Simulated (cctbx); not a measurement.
# Diagnosing a refinement

Cell a = 5.9020 Å, b = 5.9020 Å, c = 18.8990 Å, α = 90.00°, β = 90.00°, γ = 120.00°; space group P6_3/mmc (no. 194).

Simulated single-crystal data (cctbx): synchrotron X-rays, λ = 0.7749 Å, to d = 0.8 Å, 80 % of the full sphere, strongest reflection 5000 counts, noise from counting, a 2 % proportional error and a noise floor of 2 counts (s.d.); no absorption.

An anisotropic refinement with weights 1/σ² prints:

```text
Rint 0.040, 72 unique reflections to 1.31 A
cycle     R1     wR2    GooF  max shift (A)
   1  0.0110  0.0231   1.089   0.00267
   2  0.0083  0.0192   0.904   0.00000
final R1 0.0083 wR2 0.0192 GooF 0.904  parameters 13  data/parameter 5.5
atom        x        y        z      Ueq    occ   su(xyz)  su(Uiso or U11)
Sb1    0.66667  0.33333  0.62129   0.0196  1.000  0.00004  0.0005
Ag1    0.66667  0.33333  0.75000   0.0122  1.000  0.00000  0.0007
K1     0.66667  0.33333  0.25000   0.0366  1.000  0.00000  0.0018
K2     0.00000  0.00000  0.85121   0.0256  1.000  0.00013  0.0013
K3     0.66667  0.33333  0.45028   0.0228  1.000  0.00013  0.0013
difference map: max 0.18 min -0.40 rms 0.05
Q1    0.1258  0.2516  0.6935   12    0.18  1.54 A from K2
Q2    0.0000  0.0000  0.0504    4    0.18  1.86 A from K2
Q3    0.0000  0.2000  0.2000   24    0.15  1.53 A from K2
Q4    0.2321  0.4642  0.7500    6    0.13  1.03 A from K1
Q5    0.1256  0.2513  0.1923   12    0.13  1.52 A from K2
Q6    0.3333  0.6667  0.6862    4    0.12  1.21 A from K1
```

Q: Accept it or mend it, and why?

Mend it. The fault: data cut at low resolution. Against the right model at the same level, R1 goes from 0.0129 to 0.0083 and GooF from 0.93 to 0.90. The atoms are right, but there are too few data for the parameters: R1 flatters and the s.u.s grow. Data per parameter fall from 20.5 to 5.5.

The compound is K5AgSb2. The right model at the same level gives:

```text
Rint 0.058, 266 unique reflections to 0.80 A
cycle     R1     wR2    GooF  max shift (A)
   1  0.0168  0.0349   1.186   0.00126
   2  0.0129  0.0273   0.929   0.00000
final R1 0.0129 wR2 0.0273 GooF 0.929  parameters 13  data/parameter 20.5
atom        x        y        z      Ueq    occ   su(xyz)  su(Uiso or U11)
Sb1    0.66667  0.33333  0.62129   0.0187  1.000  0.00002  0.0001
Ag1    0.66667  0.33333  0.75000   0.0110  1.000  0.00000  0.0002
K1     0.66667  0.33333  0.25000   0.0352  1.000  0.00000  0.0007
K2     0.00000  0.00000  0.85119   0.0256  1.000  0.00008  0.0004
K3     0.66667  0.33333  0.45047   0.0228  1.000  0.00007  0.0004
difference map: max 0.52 min -0.40 rms 0.11
Q1    0.2418  0.4836  0.2500    6    0.56  0.94 A from Ag1
Q2    0.0000  0.0000  0.2500    2    0.45  1.91 A from K2
Q3    0.3333  0.6667  0.1998    4    0.42  0.95 A from Ag1
Q4    0.3333  0.6667  0.6949    4    0.36  1.04 A from K1
Q5    0.1245  0.2491  0.7150   12    0.33  1.78 A from K2
Q6    0.0373  0.5186  0.1334   12    0.32  1.53 A from Sb1
```

The model was made for the exercise: a known structure type with other elements put in, its volume estimated, not relaxed; displacement parameters are assumed.

[Middle refinement cycles are left out of these outputs.]

[Logs are printed without paths, hosts, clocks, repeated set-up lines and the standing remarks that a program may print on its own settings, such as how far it seeks lower states.]
